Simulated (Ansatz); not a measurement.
# The gap of SiO2 (I-42d): a ladder of methods and an error budget, part 3 of 3

Aim: a best estimate of the quasiparticle gap of SiO2 (I-42d), with each correction and its cost laid out.

Ansatz 0.2.0; density functionals, hybrids, G0W0, plane waves, PAW. Known limits of the many-body steps: not at the basis limit.

So far. Step 10 (G0W0@LDA, 4×4×4 mesh, 310 empty bands, screening to 138 …): Against the run with 6×6×6 mesh, 310 empty bands, screening to 138 eV, PAW set soft_1 files, the gap moves by +0.007 eV. Step 11 (G0W0@HSE06, 6×6×6 mesh, 310 empty bands, screening to …): Against the run with 6×6×6 mesh, 310 empty bands, screening to 138 eV, PAW set soft_1 files on LDA, the gap moves by +0.83 eV, while the start moved by +2.05 eV.

In doubt: masses and optical values from hybrid runs of this build are listed as unsure (step 11), which bears on the screening that GW takes from such a start.

### Step 12. G0W0@LDA, 6×6×6 mesh, 310 empty bands, screening to 138 eV, plasmon pole, PAW set soft_1 files

A plasmon pole stands in for the full frequency dependence of the screening; this run shows what that costs in accuracy.

This step: G0W0 on LDA, plane waves, PAW; PAW set soft_1.

Input file input.yaml:

```yaml
crystal:
  lattice:
    - [-2.37405, 2.37405, 3.744]
    - [2.37405, -2.37405, 3.744]
    - [2.37405, 2.37405, -3.744]
  atoms:
    - { symbol: Si, position: [0.0, 0.0, 0.0] }
    - { symbol: Si, position: [0.75, 0.25, 0.5] }
    - { symbol: O, position: [0.99838, 0.625, 0.87338] }
    - { symbol: O, position: [0.375, 0.24838, 0.37338] }
    - { symbol: O, position: [0.75162, 0.125, 0.12662] }
    - { symbol: O, position: [0.875, 0.00162, 0.62662] }
kpoints:
  mp_grid: { grid: [6, 6, 6] }
hamiltonian:
  xc: lda
  pseudopotentials: { kind: paw, azcp: { folder: soft_1 }, xc_functional: pbe }
scf:
  occupations: { method: fixed }
gw:
  n_empty_bands: 310
  ecut_chi: 138
  qp_bands: [v2, c2]
  qp_kpoints: band_edges
  screening: { model: godby_needs }
```

Launch:

```console
$ ansatz run input.yaml --threads 3 --pin off --max-ram 92160MiB --backend cuda --events-out ev --progress --plain --runs-dir out --devices 1 --max-vram 13GiB
```

Numbers of over 12 decimals in the logs are rounded to 6 here.

Log:

```text
GPUs: using 1 of 1 available (devices: 1).
[...]
GPU FFT provider: cuFFT
GPU libraries: cuBLAS 13.8.2, cuFFT 12.4.0, cuSOLVER 12.3.4
Crystal: 6 atoms, lattice volume = 84.406 Å³
Basis set: ecut = 420 eV, 1637 PW (Γ)
Bands: 22, of which v1, the nominal top of the filled ones, is band 16 counted from 1 (15 counted from 0)
Symmetry: 8 space group operations
[...]
k-points: 30 of 216 (time reversal used)
[...]
1    18      9.6885    -5.8470    -3.8731   -11.6163  0.8644    11.6008    11.5847  root
[...]
29    15      0.7012   -26.4322     4.1861   -20.6274  0.8084    -0.9330    -0.9176  root
    29    16      0.7012   -26.4322     4.1861   -20.6274  0.8084    -0.9330    -0.9176  root
    29    17      9.5984    -7.4282    -3.4964   -12.7363  0.8598    11.4248    11.4101  root
    29    18      9.5984    -7.4282    -3.4964   -12.7363  0.8598    11.4248    11.4101  root
[key lines of the parts left out:]
SCF converged after 7 iterations
Free energy (F): -3445.348801 eV
Fermi energy:    0.804123 eV
```

It took 2.2 min on 1 × NVIDIA H100 80GB HBM3 (shared by 6 runs) with 3 threads of AMD EPYC 7R13 (Zen 3), shared host; peak memory 3.3 GiB; 4.8 min of CPU time.

Numbers from this step:

| Property | Result |
| --- | --- |
| bands summed | 326 |
| plasmon-pole fit frequency | 22.86 eV |
| RPA ε∞ on this mesh (eigenvalues) | 2.244, 2.244, 2.303 |
| plane waves in the screening matrix | 315 |
| G0W0 gap on the mesh | 8.968 eV |
| k of the valence top | 0, 0, 0 |
| k of the conduction bottom | 0, 0, 0 |
| starting gap on the mesh | 5.822 eV |
| least direct G0W0 gap on the computed points | 8.968 eV |

Against the run with 6×6×6 mesh, 310 empty bands, screening to 138 eV, PAW set soft_1 files, the gap moves by −0.04 eV.

### Step 13. G0W0@LDA, 6×6×6 mesh, 310 empty bands, screening to 138 eV, hard PAW files

Other atomic data (hard PAW) test the pseudisation: the cutoff goes from 420 to 930 eV, with the same valence electrons.

This step: G0W0 on LDA, plane waves, PAW.

input.yaml, as its differences from that of step 12:

```diff
@@ -16,3 +16,3 @@
   xc: lda
-  pseudopotentials: { kind: paw, azcp: { folder: soft_1 }, xc_functional: pbe }
+  pseudopotentials: { kind: paw, source: ansatz }
 scf:
@@ -24,2 +24,2 @@
   qp_kpoints: band_edges
-  screening: { model: godby_needs }
+  screening: { model: contour_deformation }
```

Log:

```text
GPUs: using 1 of 1 available (devices: 1).
[...]
GPU FFT provider: cuFFT
GPU libraries: cuBLAS 13.8.2, cuFFT 12.4.0, cuSOLVER 12.3.4
Crystal: 6 atoms, lattice volume = 84.406 Å³
Basis set: ecut = 930 eV, 5431 PW (Γ)
Bands: 22, of which v1, the nominal top of the filled ones, is band 16 counted from 1 (15 counted from 0)
Symmetry: 8 space group operations
[...]
k-points: 30 of 216 (time reversal used)
[...]
1    18      9.7007    -5.7061    -3.9514   -11.5182  0.8594    11.5838    11.5615  root
[...]
29    15      0.7184   -26.4136     4.0831   -20.6091  0.8015    -1.0291    -1.0030  root
    29    16      0.7184   -26.4136     4.0831   -20.6091  0.8015    -1.0291    -1.0030  root
    29    17      9.6194    -7.3861    -3.5576   -12.7007  0.8547    11.3965    11.3763  root
    29    18      9.6194    -7.3861    -3.5576   -12.7007  0.8547    11.3965    11.3763  root
[key lines of the parts left out:]
SCF converged after 6 iterations
Free energy (F): -3445.227296 eV
Fermi energy:    0.821737 eV
```

It took 2.1 min on 1 × NVIDIA H100 80GB HBM3 (shared by 6 runs) with 3 threads; peak memory 2.6 GiB.

Numbers from this step:

```
bands summed                                 : 326
RPA ε∞ on this mesh (eigenvalues)            : 2.241, 2.241, 2.300
plane waves in the screening matrix          : 315
G0W0 gap on the mesh                         : 9.051 eV
k of the valence top                         : 0, 0, 0
k of the conduction bottom                   : 0, 0, 0
starting gap on the mesh                     : 5.826 eV
least direct G0W0 gap on the computed points : 9.051 eV
```

Against the run with 6×6×6 mesh, 310 empty bands, screening to 138 eV, PAW set soft_1 files, the gap moves by +0.04 eV.

### Step 14. G0W0@r2SCAN, 6×6×6 mesh, 310 empty bands, screening to 138 eV, PAW set soft_1 files

This step: G0W0 on r2SCAN, plane waves, PAW; PAW set soft_1.

input.yaml, as its differences from that of step 13:

```diff
@@ -15,4 +15,4 @@
 hamiltonian:
-  xc: lda
-  pseudopotentials: { kind: paw, source: ansatz }
+  xc: r2scan
+  pseudopotentials: { kind: paw, azcp: { folder: soft_1 } }
 scf:
```

Log:

```text
GPUs: using 1 of 1 available (devices: 1).
[...]
GPU FFT provider: cuFFT
GPU libraries: cuBLAS 13.8.2, cuFFT 12.4.0, cuSOLVER 12.3.4
Crystal: 6 atoms, lattice volume = 84.406 Å³
Basis set: ecut = 500 eV, 2141 PW (Γ), exchange–correlation on 160×160×160 points (64 copies of the dense FFT grid, shifted against one another)
Bands: 22, of which v1, the nominal top of the filled ones, is band 16 counted from 1 (15 counted from 0)
[...]
1    18     10.6665    -5.5083    -3.5837   -10.3100  0.8748    11.8921    11.8845  root
[...]
29    15      0.5725   -26.5389     3.8869   -21.0502  0.8196    -1.0482    -1.0293  root
    29    16      0.5725   -26.5389     3.8869   -21.0502  0.8196    -1.0482    -1.0293  root
    29    17     10.4593    -6.8854    -3.2420   -11.4047  0.8716    11.7450    11.7366  root
    29    18     10.4593    -6.8854    -3.2420   -11.4047  0.8716    11.7450    11.7366  root
[key lines of the parts left out:]
SCF converged after 8 iterations
Free energy (F): -3560.118589 eV
Fermi energy:    0.679024 eV
```

Wall time 2 min (1 × NVIDIA H100 80GB HBM3 (shared by 6 runs) with 3 threads); peak memory 2.1 GiB; 3.5 min of CPU time.

Numbers from this step:

* bands summed: 326
* RPA ε∞ on this mesh (eigenvalues): 2.079, 2.079, 2.125
* plane waves in the screening matrix: 315
* G0W0 gap on the mesh: 9.402 eV
* k of the valence top: 0, 0, 0
* k of the conduction bottom: 0, 0, 0
* starting gap on the mesh: 6.700 eV
* least direct G0W0 gap on the computed points: 9.402 eV

Against the run with 6×6×6 mesh, 310 empty bands, screening to 138 eV, PAW set soft_1 files on HSE06, the gap moves by −0.44 eV, while the start moved by −1.17 eV.

### Step 15. The ladder

Times are wall times on 1 × NVIDIA H100 80GB HBM3 (shared by 6 runs) with 3 threads of AMD EPYC 7R13 (Zen 3), shared host. The host was busy with other work, so they are no guide to cost. G0W0 rows are gaps on the mesh, lowered by the amount that the mesh misses the start's edges, a rough step that assumes the same correction there.

```
                                   level  gap (eV)  least direct gap (eV)     time
                                     LDA      5.82                   5.82     14 s
                                  r2SCAN      6.70                   6.70     11 s
                                   HSE06      7.87                   7.87     23 s
                                    PBE0      8.64                   8.64     16 s
              G0W0@LDA (109 empty bands)      8.76                      -     29 s
              G0W0@LDA (310 empty bands)      9.01                      -     90 s
              G0W0@LDA (668 empty bands)      9.15                      -  5.3 min
       G0W0@LDA (310 empty bands, 4×4×4)      9.02                      -     22 s
            G0W0@HSE06 (310 empty bands)      9.84                      -  2.4 min
G0W0@LDA (310 empty bands, plasmon pole)      8.97                      -  2.2 min
    G0W0@LDA (310 empty bands, hard PAW)      9.05                      -  2.1 min
           G0W0@r2SCAN (310 empty bands)      9.40                      -    2 min
```

### Step 16. Adding up the best estimate

```
                                                                   term      eV  running total (eV)
                                             G0W0 on the mesh, top rung   9.151               9.151
to the limit, by a line in one over the bands through the two top rungs  +0.127               9.278
```

Changes that are not added in, each against a run with equal bands and cutoff:

```
                                                 change     eV
the coarser 4×4×4 mesh (change of the correction alone)  +0.01
                                            start HSE06  +0.83
                plasmon pole in place of full frequency  −0.04
                                         hard PAW files  +0.04
                                           start r2SCAN  +0.39
```

### Step 17. What came out

* LDA gap: 5.82 eV, direct
* HSE06: 7.87 eV
* PBE0: 8.64 eV
* G0W0, top rung on the mesh: 9.15 eV
* best estimate, G0W0@LDA: 9.28 eV
* GW settings of the top rung: 6×6×6 mesh, 668 empty bands, screening to 230 eV, PAW set soft_1 files
* known limits: one-shot GW, static lattice

**Reading.** The best estimate for G0W0@LDA is 9.28 eV, direct on the mesh, against 5.82 eV at the start. The pair of rungs below gives a limit −0.11 eV away. Of the changes left open the largest, +0.83 eV, comes from starting at HSE06. Among the functionals PBE0 comes nearest: −0.63 eV from the estimate. The RPA ε∞ on the GW mesh averages 2.3 against 2.3 from perturbation theory, which takes a denser mesh of its own and holds the xc response as well. All runs took 18 min, 92 % of it in G0W0.

[Paths, hosts, dates, memory and timing lines, banners, echoed tables and standing remarks are left out of the program output.]

[Logs are printed without paths, hosts, clocks, repeated set-up lines and the standing remarks that a program may print on its own settings, such as how far it seeks lower states.]

[Runs of the session that timed out or met a known fault of the program may be left out.]

[Cells called generated may have been cut or substituted from an entry of the Crystallography Open Database or the Materials Project.]

[Hosts, paths, dates, database ids (printed as entryN), source tags and the programs' standing remarks are cut or masked in the printed files.]
